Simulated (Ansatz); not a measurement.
Tc (P6_3/mmc): Drude plasma energy along x against volume

The cell of Tc (P6_3/mmc) is scaled evenly and the response computed anew at each volume, on one mesh. x, y and z are the Cartesian axes of the input cell.

The structure is hexagonal, space group P6_3/mmc (No. 194). The conventional cell has a = 2.740 Å, b = 2.740 Å, c = 4.398 Å, α = 90.00°, β = 90.00°, γ = 120.00°. Tc on site c has 12 Tc at 2.71 to 2.74 Å as nearest neighbours.

Method: Ansatz 0.2.0, PBEsol, independent particles, k-mesh 18×18×9 with interpolation inside its cells, Gaussian parameter 0.1 eV.

Launch of the response step: `ansatz run input.yaml --threads 4 --pin off --max-ram 8192MiB --backend cpu --events-out ev --progress --plain --runs-dir out`. The series took 25.6 min in all, on 4 threads of AMD EPYC (Zen 3) (shared host).

| V/V₀ | V (Å³, primitive cell) | Drude plasma energy along x (eV) |
| --- | --- | --- |
| 0.94 | 26.88 | 8.104 |
| 0.96 | 27.45 | 7.908 |
| 0.98 | 28.02 | 7.723 |
| 1.00 | 28.59 | 7.549 |
| 1.02 | 29.17 | 7.386 |
| 1.04 | 29.74 | 7.231 |
| 1.06 | 30.31 | ? |

For small changes the quantity should be close to linear in ln V.

Working, on the rows shown:

| x = ln(V/V₀) | y = Drude plasma energy along x |
| --- | --- |
| -0.0618754 | 8.104 |
| -0.040822 | 7.908 |
| -0.0202027 | 7.723 |
| 0 | 7.549 |
| 0.0198026 | 7.386 |
| 0.0392207 | 7.231 |

Means: x̄ = -0.010646, ȳ = 7.6502. Σ(x − x̄)(y − ȳ) = -0.06175, Σ(x − x̄)² = 0.007154. Slope = -0.06175 / 0.007154 = -8.632; intercept = ȳ − slope · x̄ = 7.5583. The line misses the rows shown by at most 0.012 eV.

Task: What does the fit predict for the withheld row, and how well does it do?

Result: At x = 0.058269 the line gives y = 7.0553 eV. The run gave 7.086 eV, so the extrapolation is off by 0.031 eV, 3 % of the range in the table.

Between the rows on either side of x = 0 the slope is (7.386 − 7.723) / (0.019803 − (-0.020203)) = -8.424. So d ln ωp/d ln V = -1.12; free electrons would give −0.50. The values come from a sum over the points of one k-mesh and carry its error, which is largest for Fermi-surface quantities. Spin-orbit coupling is left out.
